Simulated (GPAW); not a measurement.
**STM contrast on 1T-PbSeTe monolayer**

What would a tunnelling microscope show on 1T-PbSeTe monolayer?

Program: GPAW 26.7.0. Level of theory: GPAW, PAW setups; layer in a repeated cell with vacuum, relaxation of atoms and in-plane cell, in the first sound run; inputs show where later runs differ. Results are calculated unless marked as measured.

## (1) Starting point

The cell holds 3 atoms: 1 Te, 1 Pb and 1 Se. Its edges and angles: a = 3.750 Å, b = 3.750 Å, c = 20.953 Å, α = 90.0°, β = 90.0°, γ = 120.0°. Vacuum lies along c.

## (2) Relaxation

The atoms are relaxed first, since the surface dipole, and with it the work function, follows the positions of the outer layers.

File run.py:

```python
import json
import numpy as np
from ase import Atoms
from ase.filters import FrechetCellFilter
from ase.optimize import BFGS
from gpaw import GPAW, PW

slab = Atoms(
    ['Te', 'Pb', 'Se'],
    positions=[
        [1.87497, 1.08252, 9.00000],
        [0.00000, 0.00000, 10.63659],
        [-0.00000, 2.16503, 11.95333]],
    cell=[[3.74994, 0.0, 0.0], [-1.87497, 3.24755, 0.0], [0.0, 0.0, 20.9533]],
    pbc=[True, True, True])

slab.calc = GPAW(mode=PW(600), xc='PBE', kpts={'size': (9, 9, 1), 'gamma': True},
                 occupations={'name': 'fermi-dirac', 'width': 0.05}, nbands='200%',
                 convergence={'density': 1e-05}, maxiter=200,
                 symmetry={'tolerance': 1e-3}, txt='slab.txt')
result = {}
# The in-plane cell is free; stress needs a cell that repeats along all three vectors
path = []
opt = BFGS(FrechetCellFilter(slab, mask=[1, 1, 0, 0, 0, 1]), maxstep=0.2)
opt.attach(lambda: path.append((slab.get_potential_energy(), slab.positions.tolist(), slab.get_forces().tolist())))
result['relaxed'] = bool(opt.run(fmax=0.02, steps=45))
result['path'] = path
result['cell'] = slab.cell.tolist()
print('in-plane lattice', slab.cell.cellpar().round(4)[[0, 1, 5]])
energy = slab.get_potential_energy()
fermi = slab.calc.get_fermi_level()
v = slab.calc.get_electrostatic_potential().mean((0, 1)) - fermi
n = slab.calc.get_pseudo_density().mean((0, 1))
L = slab.cell[2, 2]
z = np.arange(len(v)) * L / len(v)
low, high = slab.positions[:, 2].min(), slab.positions[:, 2].max()
below, above = np.interp([low - 6.8, high + 6.8], z, v)
slopes = [np.interp(x, z, np.gradient(v, z)) for x in (low - 6.8, high + 6.8)]
eps = np.array([[slab.calc.get_eigenvalues(k, s) for k in range(len(slab.calc.get_ibz_k_points()))]
                for s in range(slab.calc.get_number_of_spins())]) - fermi
top, bottom = eps[eps < 0].max(), eps[eps > 0].min()
dipole = slab.get_dipole_moment()[2]
print(f'energy {energy:.4f} eV, Fermi level {fermi:.4f} eV, dipole {dipole:.5f} e A')
print(f'potential 6.8 A off the faces, from the Fermi level: lower {below:.4f} eV, upper {above:.4f} eV')
print(f'slope of the potential there: lower {slopes[0]:.5f}, upper {slopes[1]:.5f} eV/A')
print(f'nearest levels on the mesh: {top:.4f} and {bottom:.4f} eV')
print('magnetic moment', round(slab.get_magnetic_moment(), 3))
result.update(energy=energy, fermi=fermi, dipole=dipole, below=below, above=above, slopes=slopes, edges=[top, bottom],
              z=z.tolist(), v=v.tolist(), n=n.tolist(), positions=slab.positions.tolist(),
              forces=slab.get_forces(apply_constraint=False).tolist(), moments=slab.get_magnetic_moments().tolist())
json.dump(result, open('result.json', 'w'))
```

Command:

```console
OMP_NUM_THREADS=1 OPENBLAS_NUM_THREADS=1 python run.py
```

Output:

```text
Step          Energy          fmax
BFGS:    0       -7.980373        5.203027
BFGS:    1       -9.131651        3.398997
BFGS:    2      -10.175442        1.157712
BFGS:    3      -10.322389        0.532490
BFGS:    4      -10.345077        0.271768
BFGS:    5      -10.348150        0.193104
BFGS:    6      -10.351518        0.177633
BFGS:    7      -10.356217        0.186968
BFGS:    8      -10.359888        0.143543
BFGS:    9      -10.361701        0.153841
BFGS:   10      -10.363157        0.160046
BFGS:   11      -10.364895        0.126562
BFGS:   12      -10.365908        0.060997
BFGS:   13      -10.366222        0.014397
in-plane lattice [  4.0342   4.0342 120.    ]
energy -10.3532 eV, Fermi level -2.1162 eV, dipole -0.03772 e A
potential 6.8 A off the faces, from the Fermi level: lower 5.4013 eV, upper 5.4849 eV
slope of the potential there: lower -0.02292, upper -0.02300 eV/A
nearest levels on the mesh: -0.0280 and 0.0539 eV
magnetic moment 0.0
```

It took 7.4 min on 1 thread of INTEL XEON PLATINUM 8581C at 2.10GHz (Emerald Rapids), shared host; peak memory 0.46 GiB.

Numbers from this step:

```yaml
dipole_along_the_normal: -0.03772 e·Å
levels_nearest_the_fermi_level_on_the_mesh: -0.02803, 0.05387 eV from the Fermi level
```

Electrostatic potential energy of an electron (without an applied field's), less the Fermi level, planar mean against z:

z (Å), electrostatic potential energy of an electron (without an applied field's), less the Fermi level, planar mean (eV) and a bar from the least value:
```
      0.0        5.4 ##############################
      0.5        5.4 ##############################
      1.0        5.4 ##############################
      1.5        5.4 ##############################
      2.0        5.4 ##############################
      2.5        5.4 ##############################
      3.0        5.4 ##############################
      3.5        5.4 ##############################
      4.0        5.4 ##############################
      4.5        5.3 ##############################
      5.0        5.3 ##############################
      5.5        5.3 ##############################
      6.0        5.3 ##############################
      6.5        5.1 #############################
      7.0        4.7 #############################
      7.5        2.9 ##########################
      8.0       -3.3 ################
      8.5      -13.8 
      9.0       -8.4 ########
      9.5       -1.0 ####################
     10.0       -3.6 ################
     10.5      -13.7 
     11.0      -11.1 ####
     11.5       -3.2 ################
     12.0       -7.9 #########
     12.5       -9.6 ######
     13.0        0.9 #######################
     13.5        4.5 ############################
     14.0        5.3 ##############################
     14.5        5.5 ##############################
     15.0        5.6 ##############################
     15.5        5.6 ##############################
     16.0        5.6 ##############################
     16.5        5.5 ##############################
     17.0        5.5 ##############################
     17.5        5.5 ##############################
     18.0        5.5 ##############################
     18.5        5.5 ##############################
     19.0        5.5 ##############################
     19.5        5.5 ##############################
     20.0        5.5 ##############################
     20.5        5.5 ##############################
```

The pseudo valence density, planar mean oscillates, so the rows of the table below give means over windows of 1 Å about each position, cut where the curve ends. Its maxima inside the range that stand out by 2 % of the span (Å: e/Å³): 8.0: 0.229, 9.1: 0.255, 10.7: 0.912, 12.7: 0.261. Its minima: 8.6: 0.0806, 9.6: 0.215, 12.4: 0.162.

The pseudo valence density, planar mean by z; means over each step:

```tsv
z (Å)	pseudo valence density, planar mean (e/Å³)
4	7.9e-6
5	1.3e-4
6	0.00220
7	0.0336
8	0.170
9	0.192
10	0.375
11	0.621
12	0.262
13	0.170
14	0.0180
15	9.1e-4
16	5.0e-5
```

The relaxation lowered the energy of the cell by 2.38 eV (energies extrapolated to zero smearing; the optimiser's log prints free energies). The largest force left on a free atom is 0.013 eV/Å.

## (3) Plane waves, PBE

The work function is the vacuum plateau of the electrostatic potential less the Fermi level; a dipole layer lets the two faces have plateaus of their own.

This step: GPAW, PAW setups; slab in vacuum (GPAW 26.7.0).

The cell differs from the one that the last finished run ended in (c 20.953 → 21.712 Å).

File run.py:

```python
import json
import numpy as np
from ase import Atoms
from ase.dft.stm import STM
from gpaw import GPAW, PW

slab = Atoms(
    ['Te', 'Pb', 'Se'],
    positions=[
        [2.01710, 1.16458, 9.00000],
        [0.00000, -0.00000, 11.07705],
        [-0.00000, 2.32915, 12.71216]],
    cell=[[4.0342, 0.0, 0.0], [-2.0171, 3.49373, 0.0], [0.0, 0.0, 21.7122]],
    pbc=[True, True, False])

slab.calc = GPAW(mode=PW(400), xc='PBE', kpts={'size': (9, 9, 1), 'gamma': True},
                 occupations={'name': 'fermi-dirac', 'width': 0.05}, nbands='200%',
                 convergence={'density': 1e-05}, maxiter=200,
                 poissonsolver={'dipolelayer': 'xy'},
                 symmetry={'tolerance': 1e-3}, txt='slab.txt')
result = {}
energy = slab.get_potential_energy()
fermi = slab.calc.get_fermi_level()
v = slab.calc.get_electrostatic_potential().mean((0, 1)) - fermi
n = slab.calc.get_pseudo_density().mean((0, 1))
L = slab.cell[2, 2]
z = np.arange(len(v)) * L / len(v)
low, high = slab.positions[:, 2].min(), slab.positions[:, 2].max()
below, above = np.interp([low - 6.8, high + 6.8], z, v)
slopes = [np.interp(x, z, np.gradient(v, z)) for x in (low - 6.8, high + 6.8)]
eps = np.array([[slab.calc.get_eigenvalues(k, s) for k in range(len(slab.calc.get_ibz_k_points()))]
                for s in range(slab.calc.get_number_of_spins())]) - fermi
top, bottom = eps[eps < 0].max(), eps[eps > 0].min()
dipole = slab.get_dipole_moment()[2]
print(f'energy {energy:.4f} eV, Fermi level {fermi:.4f} eV, dipole {dipole:.5f} e A')
print(f'potential 6.8 A off the faces, from the Fermi level: lower {below:.4f} eV, upper {above:.4f} eV')
print(f'slope of the potential there: lower {slopes[0]:.5f}, upper {slopes[1]:.5f} eV/A')
print(f'nearest levels on the mesh: {top:.4f} and {bottom:.4f} eV')
print('magnetic moment', round(slab.get_magnetic_moment(), 3))
result.update(energy=energy, fermi=fermi, dipole=dipole, below=below, above=above, slopes=slopes, edges=[top, bottom],
              z=z.tolist(), v=v.tolist(), n=n.tolist(), positions=slab.positions.tolist(),
              forces=slab.get_forces(apply_constraint=False).tolist(), moments=slab.get_magnetic_moments().tolist())

# Images need the states of the whole zone, up to time reversal
slab.calc = slab.calc.fixed_density(symmetry={'point_group': False}, txt='states.txt', nbands='320%',
                                    convergence={'bands': 'CBM+2.3'})
stm = STM(slab)
result['stm'] = []
for bias in [-1.5, 2.0]:
    height = high + 3.0
    current = stm.get_averaged_current(bias, height)
    x, y, h = stm.scan(bias, current)
    i, f = divmod(height / L * stm.ldos.shape[2], 1)
    I = abs((1 - f) * stm.ldos[:, :, int(i)] + f * stm.ldos[:, :, int(i) + 1])
    print(f'bias {bias} V: mean current at 3.0 A {current:.4e}, corrugation {np.ptp(h):.4f} A')
    result['stm'].append(dict(bias=bias, current=current, h=(h - high).tolist(), I=I.tolist()))
json.dump(result, open('result.json', 'w'))
```

Output:

```text
energy -10.2500 eV, Fermi level -2.2356 eV, dipole -0.02704 e A
potential 6.8 A off the faces, from the Fermi level: lower 5.2759 eV, upper 5.6196 eV
slope of the potential there: lower -0.00001, upper -0.00004 eV/A
nearest levels on the mesh: -0.0279 and 0.0532 eV
magnetic moment 0.0
bias -1.5 V: mean current at 3.0 A 7.0067e-05, corrugation 0.5009 A
bias 2.0 V: mean current at 3.0 A 3.9785e-05, corrugation 0.4878 A
```

Wall time 73 s (1 thread); peak memory 0.49 GiB.

This step gave:

* dipole along the normal: -0.02704 e·Å
* levels nearest the Fermi level on the mesh: -0.02793, 0.05323 eV from the Fermi level
* upper work function: 5.620 eV
* lower work function: 5.276 eV
* corrugation -1.5: 0.5009 Å
* corrugation 2: 0.4878 Å

Table of electrostatic potential energy of an electron (without an applied field's), less the Fermi level, planar mean by z:

```tsv
z (Å)	electrostatic potential energy of an electron (without an applied field's), less the Fermi level, planar mean (eV)
0	5.45
1	5.28
2	5.28
3	5.28
4	5.28
5	5.28
6	5.26
7	5.08
8	2.16
9	-14.5
10	-0.748
11	-14.9
12	-3.08
13	-7.20
14	4.79
15	5.58
16	5.62
17	5.62
18	5.62
19	5.62
20	5.62
21	5.62
```

The pseudo valence density, planar mean oscillates, so the rows of the table below give means over windows of 1 Å about each position, cut where the curve ends. Its maxima inside the range that stand out by 2 % of the span (Å: e/Å³): 8.5: 0.232, 9.5: 0.259, 11.2: 0.887, 13.0: 0.257. Its minima: 8.9: 0.0958, 9.9: 0.219, 12.8: 0.171.

Pseudo valence density, planar mean against z; means over each step:

```tsv
z (Å)	pseudo valence density, planar mean (e/Å³)
5	4.5e-5
6	7.5e-4
7	0.0120
8	0.125
9	0.163
10	0.253
11	0.678
12	0.345
13	0.210
14	0.0553
15	0.00302
16	1.6e-4
17	8.7e-6
```

Tip height over the top atom over a1 and a2. Sample bias -1.5 V, constant current at the mean current 3.0 Å over the top atom.

Ten even steps from '0' (2.74 Å) to '9' (3.25 Å):
```
00134456777765443100
01345677888776543100
13456788888876543111
24567889998876542111
34678999999876432112
45788999998875432123
56789999998765321123
57889999988754321234
67889999887643211234
67888988876432101234
67788887764321001234
56777776543210001234
55666655432100001234
44555443321000001233
34444332210000001223
23332221111111111122
11111111222222221111
00011122333333322111
00011233444444332110
00012345566655432100
```
Columns: a1 from 0 to 0.95; rows upwards: a2 from 0 to 0.95.

Local density of states summed over the bias window over a1 and a2. Sample bias -1.5 V, constant height 3.0 Å over the top atom.

Ten even steps from '0' (0.37 × 1e-4 arbitrary) to '9' (1.49 × 1e-4 arbitrary):
```
00012234455443221000
00123445666544321000
01234567777654321000
12345678887654321000
12456789987654211001
23467899987643210001
24578999987542110011
34678999876432100012
35678888765321000012
35677777653210000012
34566665432110000112
34455544321100000112
23444432210000000012
22333221100000000011
12222111000000000011
11111100000000000001
00000000000110000000
00000001111111110000
00000111222222111000
00001122333332211000
```
Columns: a1 from 0 to 0.95; rows upwards: a2 from 0 to 0.95.

Tip height over the top atom over a1 and a2. Sample bias 2 V, constant current at the mean current 3.0 Å over the top atom.

Ten even steps from '_' (2.75 Å) to '@' (3.24 Å):
```
____..::==++++**########**++++==::..____
__..--==++**####%%%%%%####**++==--..____
..::==++**##%%%%%%%%%%%%##**++==::..____
::==++**##%%%%@@@@@@%%%%##**++==::......
--++**##%%@@@@@@@@@@@@%%##**++--::....::
==++##%%%%@@@@@@@@@@%%%%##++==--::..::--
++**##%%@@@@@@@@@@@@%%##**++==::....::==
++##%%%%@@@@@@@@@@%%%%##++==--::..::--==
**##%%%%@@@@@@@@%%%%##**==--::....::--==
**##%%%%%%@@%%%%%%##**++--::..__..::--++
**####%%%%%%%%####**++--::..____..::--++
++**##########**++==--::..______..::--==
++++********++++==--::..________..::--==
==++++++++++====--::..__________..::--==
--========----::::..____________..::::--
::::--::::::::......................::::
................::::::::::::::::........
________....::::--------------::::....__
________..::--======++++======--::..____
______..::--==++++******++++==--::..____
```
Columns: a1 from 0 to 0.95; rows upwards: a2 from 0 to 0.95.

Local density of states summed over the bias window over a1 and a2. Sample bias 2 V, constant height 3.0 Å over the top atom.

Ten even steps from '0' (2.31 × 1e-5 arbitrary) to '9' (7.58 × 1e-5 arbitrary):
```
00012334555543321000
00123455666554321000
01234567777654321000
12345678887654321000
13456899998654311001
23567999997653211011
34578999987543210012
35678999876532110112
45678998765421100112
45677877654321000123
45566665543210000123
34555554322100000122
33444433211000000112
23333322110000000112
12222111100000000111
11111110000000000011
00000000111111110000
00000011112221111000
00000112223322211000
00001123344433211000
```
Columns: a1 from 0 to 0.95; rows upwards: a2 from 0 to 0.95.

The potential is flat to 3.9e-5 eV/Å where it is read, so the vacuum is wide enough.

## (4) A changed run

One more run, with changed settings.

run.py, as its differences from that of step 3:

```diff
@@ -3,3 +3,2 @@
 from ase import Atoms
-from ase.dft.stm import STM
 from gpaw import GPAW, PW
@@ -17,3 +16,3 @@
                  occupations={'name': 'fermi-dirac', 'width': 0.05}, nbands='200%',
-                 convergence={'density': 1e-05}, maxiter=200,
+                 convergence={'density': 1e-05}, maxiter=6,
                  poissonsolver={'dipolelayer': 'xy'},
@@ -42,16 +41,2 @@
               forces=slab.get_forces(apply_constraint=False).tolist(), moments=slab.get_magnetic_moments().tolist())
-
-# Images need the states of the whole zone, up to time reversal
-slab.calc = slab.calc.fixed_density(symmetry={'point_group': False}, txt='states.txt', nbands='320%',
-                                    convergence={'bands': 'CBM+2.3'})
-stm = STM(slab)
-result['stm'] = []
-for bias in [-1.5, 2.0]:
-    height = high + 3.0
-    current = stm.get_averaged_current(bias, height)
-    x, y, h = stm.scan(bias, current)
-    i, f = divmod(height / L * stm.ldos.shape[2], 1)
-    I = abs((1 - f) * stm.ldos[:, :, int(i)] + f * stm.ldos[:, :, int(i) + 1])
-    print(f'bias {bias} V: mean current at 3.0 A {current:.4e}, corrugation {np.ptp(h):.4f} A')
-    result['stm'].append(dict(bias=bias, current=current, h=(h - high).tolist(), I=I.tolist()))
 json.dump(result, open('result.json', 'w'))
```

Output:

```text
gpaw.KohnShamConvergenceError
```

Run time: 11 s. Hardware: 1 thread; peak memory 0.23 GiB.

No converged result was reached; the numbers in the log don't describe the system.

The fault put into the input: too few SCF iterations (maxiter = 6).

## (5) Summary of results

* work function, upper and lower face: 5.620 and 5.276 eV
* dipole along the normal: -0.0270 e Å
* corrugation at -1.5 V: 0.501 Å
* corrugation at 2 V: 0.488 Å

The tip height varies by 0.49 to 0.50 Å over the cell, much the same at every bias tried. Negative sample bias images filled states, positive bias empty ones. The two faces differ by 0.34 eV, the step that the slab's dipole makes (e p/(ε0 A) gives 0.35 eV), so the dipole layer is needed. The images are of Tersoff-Hamann type: an s-wave tip, no tip-sample forces, heights closer than in a microscope. The starting lattice was a guess from atomic radii; the relaxation moved it by 8 %. The relaxation of atoms and cell ran in a fully periodic cell without the dipole layer, so the atoms of this polar layer felt a small spurious field. The layer's cell and atoms come from the relaxation; spin-orbit coupling and temperature are left out.

[Logs are printed without paths, hosts, clocks, repeated set-up lines and the standing remarks that a program may print on its own settings, such as how far it seeks lower states.]

[Hosts, paths, dates, database ids (printed as entryN), source tags and the programs' standing remarks are cut or masked in the printed files.]
